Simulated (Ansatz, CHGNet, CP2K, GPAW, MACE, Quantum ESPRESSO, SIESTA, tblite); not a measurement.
**GPAW on random packing of 91Li3PO4-9P3N5 (mol %) (88 atoms): settings against a plane-wave reference**

How do the settings of GPAW change the result for random packing of 91Li3PO4-9P3N5 (mol %) (88 atoms)? A plane-wave run serves as the yardstick.

Program: GPAW 26.7.0. Level of theory: the method is named at each step. Results are calculated unless marked as measured.

### Step 1. Set-up

The cell holds 88 atoms: 30 Li, 13 P, 40 O and 5 N. Cell: a = 9.863 Å, b = 9.863 Å, c = 9.863 Å, α = 90.0°, β = 90.0°, γ = 90.0°. 88 atoms (30 Li, 13 P, 40 O, 5 N) packed at random in a cube at 2.29 g/cm³ and pushed apart as soft spheres, cations and anions kept from their own kind; a start for melting by ab initio MD, not an equilibrated structure. Then every atom was moved at random, 0.05 Å r.m.s. a Cartesian component.

The yardstick, on the same geometry:

```
method                 : Kohn-Sham DFT, PBE, SSSP efficiency 1.3.0 pseudopotentials, plane waves (Quantum ESPRESSO 7.5); sssp-pbe-1.3.0-efficiency, cutoffs 60/480 Ry, Γ point
r.m.s. force component : 1.457 eV/Å
longest force          : 5.384 eV/Å
pressure               : -3.559 GPa
time                   : 8.3 min on 4 MPI ranks of Arm Neoverse V2, shared host
CPU time               : 33 min
```

### Step 2. PBE, LCAO dzp, h 0.18 Å

Method: Kohn-Sham DFT, PBE, PAW, atomic orbitals (dzp).

File run.py:

```python
import numpy as np
from ase.io import read
from gpaw import GPAW, FermiDirac

atoms = read("structure.xyz")
atoms.calc = GPAW(
    mode="lcao",
    basis="dzp",
    h=0.18,
    xc="PBE",
    kpts={"size": (1, 1, 1), "gamma": True},
    occupations=FermiDirac(0.05),
    maxiter=200,
    symmetry={"point_group": False},
    txt="gpaw.txt",
)
energy = atoms.get_potential_energy(force_consistent=True)
forces = atoms.get_forces()
print(f"energy {energy:.6f} eV")
print("forces (eV/A)")
for i, (a, f) in enumerate(zip(atoms, forces)):
    print(f"{i:4d} {a.symbol:2s} {f[0]:10.5f} {f[1]:10.5f} {f[2]:10.5f}")
print(f"Fermi level {atoms.calc.get_fermi_level():.4f} eV")
for k in range(len(atoms.calc.get_ibz_k_points())):
    for s in range(atoms.calc.get_number_of_spins()):
        e = atoms.calc.get_eigenvalues(kpt=k, spin=s)
        n = np.searchsorted(e, atoms.calc.get_fermi_level())
        print(f"k {k} spin {s} levels about the Fermi level:", np.round(e[max(n - 6, 0):n], 4).tolist(), "|", np.round(e[n:n + 6], 4).tolist())
```

File structure.xyz:

```xyz
88
Lattice="9.86300 0.00000 0.00000 0.00000 9.86300 0.00000 0.00000 0.00000 9.86300" Properties=species:S:1:pos:R:3 pbc="T T T"
Li 9.43317 6.78594 5.29781
Li 7.09958 8.94564 0.28267
Li 5.98674 6.51283 6.12502
Li 4.46350 8.24211 7.20522
Li 4.07608 7.62361 2.42561
Li 9.53387 3.51261 5.96435
Li 2.41466 6.65023 6.85094
Li 3.11276 3.80623 6.67459
Li 6.41845 2.26030 4.85230
Li 4.02943 1.79132 8.50200
Li 8.75913 4.72033 9.63822
Li 5.11890 4.51992 7.54312
Li 9.54216 6.45819 2.42156
Li 8.87848 7.34823 0.06155
Li 3.41447 4.59705 1.78698
Li 1.41159 4.58600 9.43169
Li 2.35085 8.26450 9.39766
Li 8.38937 8.99289 5.23390
Li 7.19180 0.76852 2.09658
Li 1.30369 2.15053 7.35957
Li 1.50440 5.51539 3.74370
Li 1.31927 8.21982 3.20311
Li 7.19289 0.42302 8.04959
Li 6.95253 3.26278 0.81537
Li 1.95347 2.06216 0.00996
Li 7.33344 4.60267 5.48955
Li 7.30503 7.39577 2.22884
Li 3.68847 4.08535 4.20637
Li 3.88987 9.61317 3.78216
Li 1.94242 8.88923 5.54419
P 0.66171 1.45312 4.64794
P 9.56760 0.35112 7.18312
P 7.30493 4.57752 2.95900
P 9.12840 2.04371 8.90639
P 5.04206 9.75096 1.46022
P 5.63789 0.39265 6.21172
P 6.82677 6.22296 8.68151
P 0.80433 0.36769 2.04085
P 8.95866 2.79537 2.35233
P 4.46735 5.82913 9.53229
P 3.79252 1.96708 2.35745
P 9.79741 9.43287 9.53249
P 0.45616 7.59875 7.98390
O 8.71652 8.26539 8.29054
O 5.83239 2.16158 7.45071
O 5.76877 0.53684 0.04419
O 3.36476 5.19376 7.69876
O 1.50352 7.12552 1.62365
O 7.25256 4.54112 7.42812
O 0.28701 8.30405 6.47131
O 2.66153 5.77567 9.65972
O 5.56046 0.41878 4.60977
O 8.37359 2.54100 3.94727
O 7.93735 0.33514 3.84746
O 1.49819 2.32402 2.18682
O 3.29651 0.57413 9.85432
[... 28 atom lines left out ...]
N 3.38567 1.53685 6.62419
N 0.16244 5.66906 7.52991
N 6.56126 8.68102 6.00972
N 5.39378 4.47494 1.23692
```

Command:

```
$ OMP_NUM_THREADS=1 python run.py > output.txt
```

Log:

```text
energy -382.254855 eV
forces (eV/A)
   0 Li   -1.34904   -0.01801    0.63052
   1 Li   -0.64093   -0.39070   -0.59618
   2 Li    0.64051    1.30213   -0.76021
   3 Li   -0.03283   -0.23979    0.89799
   4 Li    0.64546   -0.50639   -0.70506
   5 Li    0.29329    0.20574    0.20920
   6 Li    0.61096   -0.69739   -0.17566
   7 Li   -1.17893   -1.06365   -0.63153
   8 Li    1.40120   -0.71039   -0.01166
   9 Li    0.63205   -0.18600    0.55076
  10 Li    0.05234   -0.35491   -0.94746
  11 Li    0.95810   -1.12432   -0.17548
  12 Li    0.15837   -0.03767   -0.29971
  13 Li    0.19489   -0.90845    1.12785
  14 Li    0.05311    0.57557   -0.42976
  15 Li   -0.18662   -0.53090   -1.35953
  16 Li    0.89874    0.30663    1.38534
  17 Li   -0.45794    0.05905   -0.09358
  18 Li    0.34758   -0.08263    0.94348
  19 Li    1.24322    0.46360   -0.03359
  20 Li    0.25646   -0.56347    0.81922
  21 Li    0.49310   -0.43173    0.14902
  22 Li   -0.87051    0.59454    0.15013
  23 Li   -1.17077   -0.24074   -0.80318
[...]
80 O    -1.01308   -0.29630    0.08825
  81 O     0.91523    0.47520   -2.85119
  82 O     0.57340   -1.53586   -1.12782
  83 N     2.92604    0.48406   -1.21381
  84 N     0.76727   -1.04698   -1.07744
  85 N     0.32200    3.50501    2.07951
  86 N    -1.45488    1.34234    0.82581
  87 N    -1.22923    1.00745   -0.15913
Fermi level 3.1588 eV
k 0 spin 0 levels about the Fermi level: [2.9643, 3.0104, 3.0302, 3.083, 3.1011, 3.1398] | [3.1913, 3.2111, 3.2263, 3.279, 3.3068, 3.3603]
```

gpaw.txt:

```text
Input parameters:
  mode=LCAO(),
  basis={'default': 'dzp'},
  h=0.18,
  kpts=MonkhorstPack(size=(1, 1, 1), gamma=True),
  maxiter=200,
  occupations=Occupations(name='fermi-dirac', width=0.05, fixmagmom=False),
  symmetry=Symmetry(point_group=False),
  xc=XC(name='PBE')
Unit cell  # Å
| periodic |        x |        y |        z |  lengths |    angles |
|----------|----------|----------|----------|----------|-----------|
|      yes | 9.863000 | 0.000000 | 0.000000 | 9.863000 | 90.000000 |
|      yes | 0.000000 | 9.863000 | 0.000000 | 9.863000 | 90.000000 |
|      yes | 0.000000 | 0.000000 | 9.863000 | 9.863000 | 90.000000 |
Number of symmetries: 1
Symmetry operations  # r_c * U_cc + t_c -> r_c
|   | kind |            matrix            |
|---|------|------------------------------|
| 0 |  E   |  1, 0, 0,  0, 1, 0,  0, 0, 1 |
BZ-sampling:
  Number of BZ points: 1
  Number of IBZ points: 1
  Monkhorst-Pack size: [1, 1, 1]
  Monkhorst-Pack shift: [0, 0, 0]
[... lines left out ...]
  Fermi-Dirac:
[... lines left out ...]
    Stencil: 6*3+1=19 point O(h^6) finite-difference Laplacian
xc functional:
  name: PBE with 2 nearest neighbor stencil
interpolation: tri-quintic # 5. degree polynomial
Initialization done in: 8.823 s
convergence criteria:
- Maximum [total energy] change in last 3 cyles: 0.0005 eV / valence electron
- Maximum integral of absolute [dens]ity change: 0.0001 electrons / valence electron
- Maximum integral of absolute [eigenst]ate change: 4e-08 eV^2 / valence electron
maximum number of iterations: 200
SCF iterations
|iter     |      energy | eigst |  dens |
|---------|-------------|-------|-------|
|iter:   1| -447.156181 |      c|       |
|iter:   2| -414.731611 |      c| -0.74 |
|iter:   3| -401.042023 |      c| -0.86 |
|iter:   4| -389.040296 |      c| -0.97 |
[...]
|iter:  12| -382.126876 |      c| -1.70 |
|iter:  13| -382.116559 |      c| -1.94 |
|iter:  14| -382.056562c|      c| -2.03 |
|iter:  15| -382.049445c|      c| -2.20 |
|iter:  16| -382.043458c|      c| -2.31 |
[...]
|iter:  33| -382.017702c|      c| -3.86 |
|iter:  34| -382.017573c|      c| -3.93 |
|iter:  35| -382.017694c|      c| -4.01c|
Converged in 35 steps
SCF loop duration: 442.600 s (12.646 s/step)
Energy contributions relative to reference atoms: (reference = -216064.211737)
Energy contributions:
  Kinetic:         321.035755
  Coulomb:        -296.892767
  Zero:              7.332794
  External:          0.000000
  Xc:             -413.256315
  Entropy:          -0.474322
  Spinorbit:         0.000000
  ----------------------------
  Free energy:    -382.254855
  Extrapolated:   -382.017694
dipole moment: (48.637300, -19.761443, 46.647839)  # |e|*Ang
Fermi level: 3.159
Eigenvalues  # (at kpt = [0.000, 0.000, 0.000])
| band index |      eig [eV] | occ [0-2] |
|------------|---------------|-----------|
|          0 |       -18.577 |     2.000 |
|        ... |               |           |
|        172 |         2.882 |     1.992 |
|        173 |         2.896 |     1.990 |
[...]
|        187 |         3.419 |     0.011 |
|        ... |               |           |
|        219 |         7.643 |     0.000 |
Gap: 0.052 eV
Transition (v -> c):
  (s=0, k=0, n=179, [0.00, 0.00, 0.00]) -> (s=0, k=0, n=180, [0.00, 0.00, 0.00])
No difference between direct/indirect transitions
Force computation time: 30.942  # s
timing:  # [seconds]
  Total:  482.404  # ━━━━━━━━━━━━━━━━━━━━━━━━━━━━━━━━━━━━━━━━━━━━━━━━━━━━━━━━
  Init:     8.822  # ━
  SCF:    442.600  # ━━━━━━━━━━━━━━━━━━━━━━━━━━━━━━━━━━━━━━━━━━━━━━━━━━━╸
  Forces:  30.942  # ━━━╸
```

Elapsed: 8.1 min, on 1 thread of Arm Neoverse V2, shared host; peak memory 1.5 GiB.

Banners, paths, timers and routine set-up lines are dropped from the logs unmarked, and long logs keep their key lines alone; longer cuts are marked.

Against the reference:

| Item | Value |
| --- | --- |
| r.m.s. force component | 1.353 eV/Å |
| r.m.s. difference of force components | 299.3 meV/Å |
| longest difference of force vectors | 1154 meV/Å |
| force difference over r.m.s. force | 20.54 % |
| slope of forces against the reference's | 0.9104 |
| correlation of force components | 0.98 |

Length of the force difference by element (eV/Å):

| element | atoms | mean | most |
| --- | --- | --- | --- |
| Li | 30 | 0.22 | 0.45 |
| N | 5 | 0.38 | 0.89 |
| O | 40 | 0.47 | 1.2 |
| P | 13 | 0.70 | 1.1 |

Local excerpt of 11 atoms (numbers count through the whole input) about N86, one of the 5 N atoms; x, y, z are measured from there.

| atom | x | y | z | distance (Å) | Fx | Fy | Fz (eV/Å) |
| --- | --- | --- | --- | --- | --- | --- | --- |
| N86 | 0.00 | 0.00 | 0.00 | 0.00 | 0.32 | 3.51 | 2.08 |
| P43 | 0.29 | 1.93 | 0.45 | 2.00 | -0.70 | -1.71 | -2.50 |
| N84 | -0.74 | -2.22 | 0.66 | 2.43 | 2.93 | 0.48 | -1.21 |
| Li16 | 1.25 | -1.08 | 1.90 | 2.52 | -0.19 | -0.53 | -1.36 |
| O83 | -2.14 | 0.92 | -1.00 | 2.54 | 0.57 | -1.54 | -1.13 |
| Li7 | 2.25 | 0.98 | -0.68 | 2.55 | 0.61 | -0.70 | -0.18 |
| Li1 | -0.59 | 1.12 | -2.23 | 2.57 | -1.35 | -0.02 | 0.63 |
| Li11 | -1.27 | -0.95 | 2.11 | 2.64 | 0.05 | -0.35 | -0.95 |
| Li6 | -0.49 | -2.16 | -1.57 | 2.71 | 0.29 | 0.21 | 0.21 |
| O64 | 1.19 | 1.21 | -2.15 | 2.74 | 1.04 | -0.32 | -2.55 |
| O50 | 0.12 | 2.63 | -1.06 | 2.84 | -2.03 | 0.03 | 0.05 |

Atoms are counted from 1 here, from 0 in the log.

Forces lie 21 % from the reference's, at 0.24 times its CPU time (on 1 against 4 cores).

### Step 3. PBE, LCAO sz(dzp), h 0.18 Å

Method: Kohn-Sham DFT, PBE, PAW, atomic orbitals (sz(dzp)).

run.py: that of step 2 with these lines changed.

```diff
@@ -7,3 +7,3 @@
     mode="lcao",
-    basis="dzp",
+    basis="sz(dzp)",
     h=0.18,
```

structure.xyz is that of step 2.

Log:

```text
energy -285.750391 eV
forces (eV/A)
   0 Li   -1.27597   -0.24971    1.06719
   1 Li   -0.55666   -0.44515   -1.22015
   2 Li    0.97617    1.93452   -1.00692
   3 Li    0.20664   -0.18032    1.30212
   4 Li    0.71415   -0.88384   -0.81349
   5 Li    0.25401    0.26743    0.17686
[...]
85 N    -0.03428    1.02080    1.12385
  86 N     0.50248   -2.16454    0.51199
  87 N    -0.73672    0.05643    0.26484
Fermi level 5.0663 eV
k 0 spin 0 levels about the Fermi level: [4.8562, 4.9099, 4.959, 4.989, 5.0206, 5.0337] | [5.0951, 5.1149, 5.1397, 5.1918, 5.2186, 5.2596]
```

gpaw.txt:

```text
Input parameters:
  mode=LCAO(),
  basis={'default': 'sz(dzp)'},
  h=0.18,
  kpts=MonkhorstPack(size=(1, 1, 1), gamma=True),
  maxiter=200,
  occupations=Occupations(name='fermi-dirac', width=0.05, fixmagmom=False),
[... lines left out ...]
  Fermi-Dirac:
[... lines left out ...]
convergence criteria:
- Maximum [total energy] change in last 3 cyles: 0.0005 eV / valence electron
[... lines left out ...]
Converged in 37 steps
[... lines left out ...]
  Free energy:    -285.750391
[... lines left out ...]
Fermi level: 5.066
[... lines left out ...]
|        ... |               |           |
|        219 |         9.562 |     0.000 |
Gap: 0.061 eV
Transition (v -> c):
  (s=0, k=0, n=179, [0.00, 0.00, 0.00]) -> (s=0, k=0, n=180, [0.00, 0.00, 0.00])
No difference between direct/indirect transitions
Force computation time: 5.634  # s
timing:  # [seconds]
  Total:  118.857  # ━━━━━━━━━━━━━━━━━━━━━━━━━━━━━━━━━━━━━━━━━━━━━━━━━━━━━━━━
  Init:     6.748  # ━━━
  SCF:    106.436  # ━━━━━━━━━━━━━━━━━━━━━━━━━━━━━━━━━━━━━━━━━━━━━━━━━━
  Forces:   5.634  # ━━╸
```

The job ended after 2 min (1 thread; peak memory 1.1 GiB).

Compared with the plane-wave run:

```
r.m.s. force component                  : 1.649 eV/Å
r.m.s. difference of force components   : 1902 meV/Å
longest difference of force vectors     : 7814 meV/Å
force difference over r.m.s. force      : 130.6 %
slope of forces against the reference's : 0.2884
correlation of force components         : 0.2547
```

This is a coarse setting, run to see what it loses.

Against the first run (21 %), the force difference from the reference is 131 %, at 0.25 times the CPU time, with 262 basis functions against 904: the smaller basis costs accuracy.

### Step 4. Side by side

Differences are against the plane-wave reference, forces as r.m.s. over components; share is that over the reference's r.m.s. force, slope the least-squares factor from reference forces to these. Total energies of different programs have different zeros and aren't compared.

| run | Δ force, r.m.s. (meV/Å) | share (%) | slope | cores | CPU time | memory (GiB) |
| --- | --- | --- | --- | --- | --- | --- |
| reference | - | - | - | 4 | 33 min | 2.7 |
| GPAW PBE, LCAO dzp, h 0.18 Å | 299 | 20.5 | 0.910 | 1 | 8.1 min | 1.5 |
| GPAW PBE, LCAO sz(dzp), h 0.18 Å (coarse) | 1902 | 131 | 0.288 | 1 | 2 min | 1.1 |

Rows marked coarse were listed beforehand as settings not expected to be converged; some can still land near the reference.

CPU time is summed over cores on a shared host, where runs went side by side, so it is rough. Symmetry, cutoffs, thresholds, outputs and thread counts weren't matched or tuned between programs; memory under MPI is the largest rank's times the ranks.

A second geometry, displaced anew (every atom was moved at random, 0.06 Å r.m.s. a Cartesian component), gives an energy difference that all programs can be tested on. The reference puts it at -13.85 meV/atom.

| run | energy less the first geometry's (meV/atom) | error (meV/atom) | force share at the second geometry (%) |
| --- | --- | --- | --- |
| GPAW PBE, LCAO dzp, h 0.18 Å | -9.154 | 4.69 | 21.0 |
| GPAW PBE, LCAO sz(dzp), h 0.18 Å | -2.848 | 11.0 | 130 |

### Step 5. Outcome

| Property | Result |
| --- | --- |
| nearest in forces | GPAW PBE, LCAO dzp, h 0.18 Å, 21 % |
| its CPU time | 8.1 min |

What this shows: The PBE run in local orbitals, coarse settings apart, differs by 21 % (GPAW PBE, LCAO dzp, h 0.18 Å); basis, grid and potentials can all enter. Runs with settings chosen to be coarse differ by 131 % (GPAW PBE, LCAO sz(dzp), h 0.18 Å), their programs' other errors included. Of the electronic-structure runs that take under half the reference's CPU time, GPAW PBE, LCAO dzp, h 0.18 Å comes nearest, at 21 % in 8.1 min against 33 min. The energy difference between the two geometries, -13.8 meV/atom in the reference, is met best by GPAW PBE, LCAO dzp, h 0.18 Å (+4.69) and worst by GPAW PBE, LCAO sz(dzp), h 0.18 Å (coarse) (+11). The potentials hold different valence shells: 420 electrons in the reference, 360 in GPAW; this bears on time and differences. The reference's pressure of -3.6 GPa belongs to a cell and atoms that aren't relaxed at this level. The electronic-structure runs sample only Γ, in a cell whose shortest periodic width is 10 Å, which is coarse for a cell with partly filled levels.

[Also dropped from logs without a mark: logging warnings of Python, and SIESTA's first energy breakdown and zero terms.]

[Logs are printed without paths, hosts, clocks, repeated set-up lines and the standing remarks that a program may print on its own settings, such as how far it seeks lower states.]

[Hosts, paths, dates, database ids (printed as entryN), source tags and the programs' standing remarks are cut or masked in the printed files.]
